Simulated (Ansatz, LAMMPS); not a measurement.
# Structural relaxation of amorphous HfO2 at 8.35 g/cm^3 (84 atoms), part 4 of 4

How does amorphous HfO2 at 8.35 g/cm^3 (84 atoms) relax, and what do bonds, charges and levels look like afterwards?

Ansatz 0.2.0; Kohn-Sham DFT, PBE, PAW (set soft_2), plane waves.

The cell: 28 Hf and 56 O. The quench rate of 50 K/ps far exceeds what a furnace or splat quench reaches. The network of bonds at the start is that of the classical potential that made the cell. Only the Γ point is sampled in the main run, in a cell whose shortest periodic width is 11 Å. No spin–orbit coupling is included.

So far. Step 4 (Relaxation): The relaxation changed the energy by -27.4 meV/atom, and atoms moved by 0.32 Å r.m.s., 0.86 Å at most. Step 7 (K-mesh 2×2×2): Forces differ from those of the single point at the relaxed geometry by 12 meV/Å r.m.s.; the energy by -0.93 meV/atom and the gap by -0.026 eV. It took 7.1 min and 11 cycles; the reference's time can't be set against it, since the two runs asked for unlike analyses.

## 8. Functional HSE06

HSE06 mixes in a quarter of exact exchange at short range, which counters self-interaction, at a higher cost.

This step: Kohn-Sham DFT, HSE06, PAW (set soft_2), plane waves (Ansatz 0.2.0).

File input.yaml:

```yaml
crystal:
  lattice:
    - [10.5436, 0.0, 0.0]
    - [0.0, 10.5436, 0.0]
    - [0.0, 0.0, 10.5436]
  atoms:
    [... the 84 atom lines of step 6 ...]
kpoints:
  mp_grid: { grid: [1, 1, 1] }
hamiltonian:
  xc: hse06
scf:
  occupations: { method: fermi_dirac, width: 0.025 }
output:
  forces: true
  stress: true
  populations: true
  dos:
    method: { smearing: { sigma: 0.08 } }
    de: 0.05
    projected: { site_lists: { Hf: [Hf], O: [O] } }
  eigenvalues: true
```

The run is started by

```bash
ansatz run input.yaml --threads 4 --pin off --max-ram 8192MiB --backend cpu --events-out ev --progress --plain --runs-dir out
```

Numbers of over 12 decimals in the logs are rounded to 6 here.

The program printed:

```text
Warning: output.stress: scf.convergence.dr2_threshold = 1e-7 eV (the SCF's general default) is looser than the 1.6e-9 eV advised for a printed stress (1e-10 eV for each atom of the cell: 84, of which 16 are counted). What an SCF threshold leaves in a stress goes as its square root, and in the free energy as the threshold itself, and one threshold admits the most on a small cell: [...]
Warning: output.stress: scf.exx.energy_threshold = 1e-6 eV is looser than the 1.6e-7 eV advised for a stress under a hybrid functional (1e-8 eV for each atom of the cell: 84, of which 16 are counted). Every SCF of the exchange loop can meet its threshold on dr2 while the loop round them stops early: [...]
exact exchange: scf.exx.singularity resolves to wigner_seitz, which cuts the screened interaction at the faces of the exchange supercell's Wigner-Seitz cell, so that each pair interacts once, at the shortest of its separations (the periodic images that this leaves out come, [...]
[...]
Crystal: 84 atoms, lattice volume = 1172.106 Å³
Basis set: ecut = 420 eV, 22983 PW (Γ), exchange–correlation on 144×144×144 points (8 copies of the dense FFT grid, shifted against one another)
Bands: 639, of which v1, the nominal top of the filled ones, is band 532 counted from 1 (531 counted from 0)
Symmetry: 1 space group operations
[...]
k-points: 1
[...]
SCF iter   1: F=—  HF=-472111.923524 eV  |F-HF|=—  |Δ(HF+E_count)|=         —  Δρ=3.88e-3  dr2=1.52e-1  ethr=1.77e-3  ⟨swp⟩=6.0  Hψ=2574  notcnv=0
[...]
SCF iter   5: F=-472111.946513 eV  HF=-472111.946470 eV  |F-HF|=4.31e-5  |Δ(HF+E_count)|=   9.20e-4  Δρ=1.86e-4  dr2=2.74e-4  ethr=2.44e-8  ⟨swp⟩=5.0  Hψ=2654  notcnv=0  defer=3
SCF 1 stopped early in 5 iterations: F = -472111.946513 eV  dr2 = 2.74e-4
[...]
Exchange kernel: α = 0.2500, screened, ω = 0.2079 Å⁻¹, Wigner–Seitz truncation, v(0) = 930.3419 eV·Å³, q-mesh 1×1×1, nearest image of the exchange supercell L = 10.54 Å, pair-density grid 54×54×54, without the augmentation charges, whose exchange is taken in its separable form (sized by the pseudopotential files, [...]
Frozen-core exchange: fock
SCF iter   1: F=—  HF=-472114.821098 eV  |F-HF|=—  |Δ(HF+E_count)|=         —  Δρ=1.08e-2  dr2=1.71e0  ethr=2.57e-7  ⟨swp⟩=8.0  Hψ=3454  notcnv=0
[...]
SCF iter   7: F=—  HF=-472113.619630 eV  |F-HF|=—  |Δ(HF+E_count)|=   5.92e-3  Δρ=2.25e-4  dr2=4.99e-4  ethr=3.02e-8  ⟨swp⟩=5.0  Hψ=2139  notcnv=0
SCF iter   8: F=-472113.619430 eV  HF=-472113.619474 eV  |F-HF|=4.34e-5  |Δ(HF+E_count)|=   1.56e-4  Δρ=6.14e-5  dr2=5.77e-5  ethr=3.02e-8  ⟨swp⟩=4.0  Hψ=1624  notcnv=0
SCF 2 stopped early in 8 iterations: F = -472113.619430 eV  dr2 = 5.77e-5
  Residual-converged pass: ⟨swp⟩=4.0  Hψ=1866  notcnv=0  max |occ|·‖R‖ = 5.7e-6 eV (tolerance 6.7e-6 eV)  dr2=5.91e-5  dr2_onsite=6.97e-6  max |Δocc| = 0.0e0
[...]
hybrid outer 1: dexx = +5.494e-1 eV, tail = 1.39e-2 eV
[...]
Frozen-core exchange: fock
SCF iter   1: F=—  HF=-472113.591763 eV  |F-HF|=—  |Δ(HF+E_count)|=         —  Δρ=1.25e-4  dr2=1.13e-4  ethr=6.55e-6  ⟨swp⟩=5.0  Hψ=1311  notcnv=0
[...]
SCF iter   8: F=—  HF=-472113.591898 eV  |F-HF|=—  |Δ(HF+E_count)|=   1.43e-7  Δρ=1.14e-6  dr2=1.17e-8  ethr=1.61e-11 (applied; sched 1.00e-12)  ⟨swp⟩=3.0  Hψ=1341  notcnv=0
SCF iter   9: F=-472113.591898 eV  HF=-472113.591898 eV  |F-HF|=0.00e0  |Δ(HF+E_count)|=   3.32e-9  Δρ=3.32e-7  dr2=7.72e-10  ethr=7.82e-12 (applied; sched 1.00e-12)  ⟨swp⟩=7.0  Hψ=1188  notcnv=0
SCF 3 converged in 9 iterations: F = -472113.591898 eV  dr2 = 7.72e-10
[...]
hybrid outer 2: dexx = +6.903e-5 eV, tail = 1.87e-6 eV, Δε = 1.10e-2 eV (about 3.04e-4 eV left of the loop's levels), ΔF = 1.35e-2 eV/Å (tail 2.84e-3)
[...]
Frozen-core exchange: fock
SCF iter   1: F=—  HF=-472113.591890 eV  |F-HF|=—  |Δ(HF+E_count)|=         —  Δρ=3.32e-6  dr2=9.75e-8  ethr=8.79e-10  ⟨swp⟩=20.0  Hψ=1905  notcnv=5
[...]
SCF iter   3: F=-472113.591890 eV  HF=-472113.591890 eV  |F-HF|=2.33e-10  |Δ(HF+E_count)|=   1.98e-9  Δρ=3.93e-7  dr2=4.81e-9  ethr=1.41e-11 (applied; sched 1.00e-12)  ⟨swp⟩=2.0  Hψ=1171  notcnv=0
SCF 4 converged in 3 iterations: F = -472113.591890 eV  dr2 = 4.81e-9
[...]
hybrid SCF converged: 3 outer / 20 inner (+5 warm-up), last move |dexx| = 3.44e-8 eV, tail = 1.31e-8 eV
Stability not checked: this state was not tested for a lower state beside it, because the functional holds exact exchange (a hybrid, or Hartree-Fock), whose exchange loop this test does not read (fock_operator; see scf.lower_state_search)
Free energy (F): -472113.591890 eV
Frozen-core exchange: fock
[...]
Internal energy: -472113.591890 eV  (E = F + TS)
E sigma→0 (E₀):  -472113.591890 eV
Fermi energy:    12.371139 eV
[...]
Σ components = -472113.591890   (vs F -472113.591890, Δ=0.00e0)
--- Forces (eV/Å), atoms counted from 1 ---
  atom   1  Hf    -0.11651971    -0.18322664    -0.16641500
  atom   2  Hf     0.15911512    -0.00427888     0.04291838
  atom   3  Hf    -0.05407547     0.09986480     0.03747630
  atom   4  Hf    -0.09419362     0.12111345    -0.00495384
[...]
atom  84  O     -0.01809025    -0.07872097     0.08320229
  max |Σ_I F_I| component: 2.86e-4 eV/Å
--- Stress (GPa, compression-positive) ---
       -6.690119       0.146743       0.071416
        0.146743      -8.298836       2.274036
        0.071416       2.274036      -8.614549
  P = ⅓ Tr σ = -7.8678 GPa (-78.678 kbar)
--- Band table (eV) ---
[...]
--- Löwdin populations: 84 sites ---
  site symbol       q [e]
     0     Hf     24.3696
     1     Hf     24.4433
     2     Hf     24.4050
[...]
83      O      6.7405
  spilling = 0.003019 (of n_electrons = 1064.000000)
```

Wall time 13 min (4 threads of Intel Xeon at 2.70GHz, shared host); peak memory 5.5 GiB; 48 min of CPU time.

The program notes that the exchange threshold is loose for the stress and the SCF threshold is loose for the stress.

Geometry and reference: those of the single point at the relaxed geometry.

Forces differ from those of the single point at the relaxed geometry by 101 meV/Å r.m.s.; the pressure by -4.4 GPa and the gap by +1.5 eV. It took 13 min and 25 cycles; the reference's time can't be set against it, since the two runs asked for unlike analyses.

The run gave:

| Quantity | Value |
| --- | --- |
| free energy | -472113.5919 eV |
| free energy per atom | -5620.3999 eV/atom |
| SCF cycles | 25 |
| pressure | -7.868 GPa |
| r.m.s. force component | 0.1029 eV/Å |
| longest force | 0.4053 eV/Å |
| Fermi energy | 12.37 eV |
| gap (highest filled to lowest empty level) | 5.397 eV |
| spilling of the projection | 0.003019 |

Length of the force by element and coordination:

| element | coordination | atoms | mean length of the force (eV/Å) | spread | least | most |
| --- | --- | --- | --- | --- | --- | --- |
| Hf | all | 28 | 0.153 | 0.0583 | 0.0596 | 0.303 |
| Hf | 5 | 7 | 0.177 | 0.0571 | 0.120 | 0.303 |
| Hf | 6 | 18 | 0.142 | 0.0601 | 0.0596 | 0.274 |
| Hf | 7 | 2 | 0.167 | 0.0195 | 0.147 | 0.186 |
| Hf | 8 | 1 | 0.149 | 0 | 0.149 | 0.149 |
| O | all | 56 | 0.173 | 0.0661 | 0.0593 | 0.405 |
| O | 2 | 7 | 0.222 | 0.107 | 0.073 | 0.405 |
| O | 3 | 45 | 0.167 | 0.0566 | 0.0593 | 0.297 |
| O | 4 | 4 | 0.158 | 0.0152 | 0.143 | 0.176 |

Löwdin charges by element and coordination (they lack the spilled electrons, 0.038 e an atom on average):

| element | coordination | atoms | mean charge (e) | spread | least | most |
| --- | --- | --- | --- | --- | --- | --- |
| Hf | all | 28 | 1.60 | 0.0321 | 1.55 | 1.68 |
| Hf | 5 | 7 | 1.61 | 0.0285 | 1.55 | 1.64 |
| Hf | 6 | 18 | 1.60 | 0.0328 | 1.56 | 1.68 |
| Hf | 7 | 2 | 1.61 | 0.0253 | 1.59 | 1.64 |
| Hf | 8 | 1 | 1.65 | 0 | 1.65 | 1.65 |
| O | all | 56 | -0.745 | 0.0254 | -0.788 | -0.678 |
| O | 2 | 7 | -0.723 | 0.0122 | -0.749 | -0.714 |
| O | 3 | 45 | -0.748 | 0.0262 | -0.788 | -0.678 |
| O | 4 | 4 | -0.752 | 0.0087 | -0.762 | -0.741 |

States in the cell by windows of 1 eV, zero at the Fermi level; the larger projections on atomic orbitals stand beside the total:

| from (eV) | to (eV) | total | O p | Hf d |
| --- | --- | --- | --- | --- |
| -10 | -9 | 0.0 | 0.0 | 0.0 |
| -9 | -8 | 0.6 | 0.4 | 0.1 |
| -8 | -7 | 43.0 | 30.7 | 9.0 |
| -7 | -6 | 74.5 | 55.4 | 15.8 |
| -6 | -5 | 66.9 | 54.1 | 9.7 |
| -5 | -4 | 72.6 | 63.8 | 6.2 |
| -4 | -3 | 70.5 | 65.4 | 3.3 |
| -3 | -2 | 7.9 | 7.4 | 0.3 |
| -2 | 2 | 0.0 | 0.0 | 0.0 |
| 2 | 3 | 4.2 | 0.3 | 2.7 |
| 3 | 4 | 45.3 | 4.0 | 36.9 |
| 4 | 5 | 62.8 | 6.8 | 48.9 |

Between -26 and -10 eV lie 504 more states.

About 224 of the 1064 electrons lie in deeper levels, below the stored range.

The levels nearest the highest filled one (over half full), pooled over k-points and spins:

| level less the highest filled one (eV) | occupation |
| --- | --- |
| -0.361 | 2 |
| -0.323 | 2 |
| -0.248 | 2 |
| -0.222 | 2 |
| -0.108 | 2 |
| 0 | 2 |
| 5.40 | 0 |
| 5.64 | 0 |
| 5.78 | 0 |
| 5.81 | 0 |
| 5.86 | 0 |
| 5.88 | 0 |

## 9. Functional r2SCAN (500 eV)

The meta-GGA r2SCAN uses the kinetic energy density as well as the density and its gradient. Besides, the cutoff goes from 420 to 500 eV.

This step: Kohn-Sham DFT, r2SCAN, PAW (set soft_2), plane waves (Ansatz 0.2.0).

input.yaml: that of step 8 with these lines changed.

```diff
@@ -10,3 +10,3 @@
 hamiltonian:
-  xc: hse06
+  xc: r2scan
 scf:
```

The program printed:

```text
[...]
Crystal: 84 atoms, lattice volume = 1172.106 Å³
Basis set: ecut = 500 eV, 29711 PW (Γ), exchange–correlation on 320×320×320 points (64 copies of the dense FFT grid, shifted against one another)
Bands: 639, of which v1, the nominal top of the filled ones, is band 532 counted from 1 (531 counted from 0)
Symmetry: 1 space group operations
[...]
k-points: 1
[...]
SCF iter   1: F=—  HF=-472519.820026 eV  |F-HF|=—  |Δ(HF+E_count)|=         —  Δρ=1.12e-2  dr2=1.40e0  dr2_τ=5.47e0  ethr=1.77e-3  ⟨swp⟩=6.0  Hψ=1982  notcnv=0  defer=61
[...]
SCF iter  10: F=—  HF=-472520.682846 eV  |F-HF|=—  |Δ(HF+E_count)|=   2.00e-7  Δρ=3.91e-6  dr2=3.04e-7  dr2_τ=1.55e-8  ethr=1.74e-10  ⟨swp⟩=2.0  Hψ=1069  notcnv=0  defer=98
SCF iter  11: F=-472520.682846 eV  HF=-472520.682846 eV  |F-HF|=1.80e-8  |Δ(HF+E_count)|=   2.99e-7  Δρ=1.99e-6  dr2=6.92e-8  dr2_τ=3.95e-9  ethr=9.40e-12  ⟨swp⟩=11.0  Hψ=2934  notcnv=0
SCF 1 converged in 11 iterations: F = -472520.682846 eV  dr2 = 6.92e-8
[...]
SCF converged after 11 iterations
Free energy (F): -472520.682846 eV
[...]
Internal energy: -472520.682846 eV  (E = F + TS)
E sigma→0 (E₀):  -472520.682846 eV
Fermi energy:    12.506751 eV
[...]
Σ components = -472520.682846   (vs F -472520.682846, Δ=0.00e0)
--- Forces (eV/Å), atoms counted from 1 ---
  atom   1  Hf    -0.07566767    -0.12933304    -0.12721769
  atom   2  Hf     0.09293238     0.00467553     0.02430999
  atom   3  Hf    -0.02952454     0.05580498     0.01064691
  atom   4  Hf    -0.04446129     0.05816628    -0.00168197
[...]
atom  84  O     -0.00839956    -0.02973384     0.07143050
  max |Σ_I F_I| component: 8.45e-5 eV/Å
--- Stress (GPa, compression-positive) ---
       -6.854280       0.098093       0.113371
        0.098092      -8.458402       2.317687
        0.113370       2.317687      -8.822276
  P = ⅓ Tr σ = -8.0450 GPa (-80.450 kbar)
--- Band table (eV) ---
[...]
--- Löwdin populations: 84 sites ---
  site symbol       q [e]
     0     Hf     24.4287
     1     Hf     24.4983
     2     Hf     24.4640
[...]
83      O      6.7147
  spilling = 0.002821 (of n_electrons = 1064.000000)
```

The job ended after 87 s (4 threads; peak memory 3.9 GiB).

Geometry and reference: those of the single point at the relaxed geometry.

Forces differ from those of the single point at the relaxed geometry by 68 meV/Å r.m.s.; the pressure by -4.6 GPa and the gap by +0.45 eV. It took 87 s and 11 cycles; the reference's time can't be set against it, since the two runs asked for unlike analyses.

## 10. Functional PBEsol

PBEsol restores the gradient expansion of exchange for slowly varying densities and usually gives shorter bonds in solids than PBE.

This step: Kohn-Sham DFT, PBEsol, PAW (set soft_2), plane waves (Ansatz 0.2.0).

input.yaml: that of step 9 with these lines changed.

```diff
@@ -10,3 +10,3 @@
 hamiltonian:
-  xc: r2scan
+  xc: pbesol
 scf:
```

The program printed:

```text
[...]
Crystal: 84 atoms, lattice volume = 1172.106 Å³
Basis set: ecut = 420 eV, 22983 PW (Γ), exchange–correlation on 144×144×144 points (8 copies of the dense FFT grid, shifted against one another)
Bands: 639, of which v1, the nominal top of the filled ones, is band 532 counted from 1 (531 counted from 0)
Symmetry: 1 space group operations
[...]
k-points: 1
[...]
SCF iter   1: F=—  HF=-468289.041360 eV  |F-HF|=—  |Δ(HF+E_count)|=         —  Δρ=1.52e-2  dr2=2.29e0  ethr=1.77e-3  ⟨swp⟩=5.0  Hψ=1950  notcnv=0  defer=62
[...]
SCF iter  11: F=—  HF=-468288.516980 eV  |F-HF|=—  |Δ(HF+E_count)|=   4.90e-7  Δρ=3.51e-6  dr2=1.73e-7  ethr=6.23e-11  ⟨swp⟩=2.0  Hψ=1058  notcnv=0  defer=98
SCF iter  12: F=-468288.516980 eV  HF=-468288.516980 eV  |F-HF|=1.09e-8  |Δ(HF+E_count)|=   1.49e-7  Δρ=1.76e-6  dr2=4.36e-8  ethr=9.40e-12  ⟨swp⟩=11.0  Hψ=2936  notcnv=0
SCF 1 converged in 12 iterations: F = -468288.516980 eV  dr2 = 4.36e-8
[...]
SCF converged after 12 iterations
Free energy (F): -468288.516980 eV
[...]
Internal energy: -468288.516980 eV  (E = F + TS)
E sigma→0 (E₀):  -468288.516980 eV
Fermi energy:    12.455623 eV
[...]
Σ components = -468288.516980   (vs F -468288.516980, Δ=0.00e0)
--- Forces (eV/Å), atoms counted from 1 ---
  atom   1  Hf    -0.14996897    -0.15840521    -0.15865962
  atom   2  Hf     0.05388032    -0.08705689     0.00621372
  atom   3  Hf    -0.02163342     0.08479737     0.05268821
  atom   4  Hf    -0.05457514     0.11517029     0.00916281
[...]
atom  84  O     -0.02834884    -0.05734367     0.09716499
  max |Σ_I F_I| component: 4.09e-5 eV/Å
--- Stress (GPa, compression-positive) ---
       -7.823234       0.089392       0.061295
        0.089392      -9.418838       2.064849
        0.061295       2.064849      -9.699245
  P = ⅓ Tr σ = -8.9804 GPa (-89.804 kbar)
--- Band table (eV) ---
[...]
--- Löwdin populations: 84 sites ---
  site symbol       q [e]
     0     Hf     24.5566
     1     Hf     24.6243
     2     Hf     24.5878
[...]
83      O      6.6527
  spilling = 0.002788 (of n_electrons = 1064.000000)
```

Run time: 40 s. Hardware: 4 threads; peak memory 2.1 GiB.

Geometry and reference: those of the single point at the relaxed geometry.

Forces differ from those of the single point at the relaxed geometry by 79 meV/Å r.m.s.; the pressure by -5.5 GPa and the gap by -0.089 eV.

## 11. All settings compared

Differences are against the single point at the relaxed geometry (Kohn-Sham DFT, PBE, PAW (set soft_2), plane waves), whose r.m.s. force component is 0.00845 eV/Å. Energies are set beside the reference only for runs with its functional, potentials and electron count. Times are for 4 threads of Intel Xeon at 2.70GHz, shared host. The reference's time includes grids, which some other runs skip.

| run | Δ force, r.m.s. (meV/Å) | Δ energy (meV/atom) | Δ pressure (GPa) | Δ gap (eV) | cycles | time | host memory (GiB) |
| --- | --- | --- | --- | --- | --- | --- | --- |
| reference | - | - | - | - | 11 | 44 s | 2.1 |
| k-mesh 2×2×2 | 12.2 | -0.926 | -0.0042 | -0.0264 | 11 | 7.1 min | 6.1 |
| functional HSE06 | 101 | - | -4.40 | 1.50 | 25 | 13 min | 5.5 |
| functional r2SCAN (500 eV) | 68.3 | - | -4.57 | 0.446 | 11 | 87 s | 3.9 |
| functional PBEsol | 78.8 | - | -5.51 | -0.0893 | 12 | 40 s | 2.1 |

## 12. Outcome

```
energy change in the relaxation                  : -27.4 meV/atom
r.m.s. displacement                              : 0.316 Å
largest displacement                             : 0.86 Å
free energy per atom                             : -5620.3789 eV/atom
pressure                                         : -3.472 GPa
r.m.s. force component                           : 0.00845 eV/Å
gap (highest filled to lowest empty level) : 3.901 eV
wall time of the 7 DFT runs                      : 29 min
```

**Reading.** Relaxation lowers the energy by 27.4 meV/atom and moves atoms by 0.32 Å r.m.s.; the r.m.s. force component goes from 0.43 to 0.0084 eV/Å. By the final cutoffs 8 of 168 bonded pairs parted and 5 joined. First to last step the energy falls by 2.301 eV; the largest move, 0.86 Å, is that of O34. The O-Hf bonds go from 2.155 Å (spread 0.097) to 2.133 Å (spread 0.124), and their number from 168 to 165. Counting bonds as in the table, 64 % of Hf atoms have 6 and 80 % of O atoms have 3 bonded neighbours. Between filled and empty levels lie 3.90 eV (at Γ alone); a semilocal functional tends to put such gaps too low. In a disordered cell it changes from sample to sample, and tail or defect levels can set it.

Among the changes of functional, dispersion, potentials or spin, functional HSE06 moves the forces most, by 101 meV/Å r.m.s. The gap changes by +1.50 eV with HSE06.

**Limits.** The network of bonds at the start is that of the classical potential that made the cell; in DFT 8 of its 168 bonded pairs passed out of the cutoffs and 5 came within them. The pressure of -3.5 GPa means that a free cell would contract at this level.

[Logs are printed without paths, hosts, clocks, repeated set-up lines and the standing remarks that a program may print on its own settings, such as how far it seeks lower states.]

[Hosts, paths, dates, database ids (printed as entryN), source tags and the programs' standing remarks are cut or masked in the printed files.]
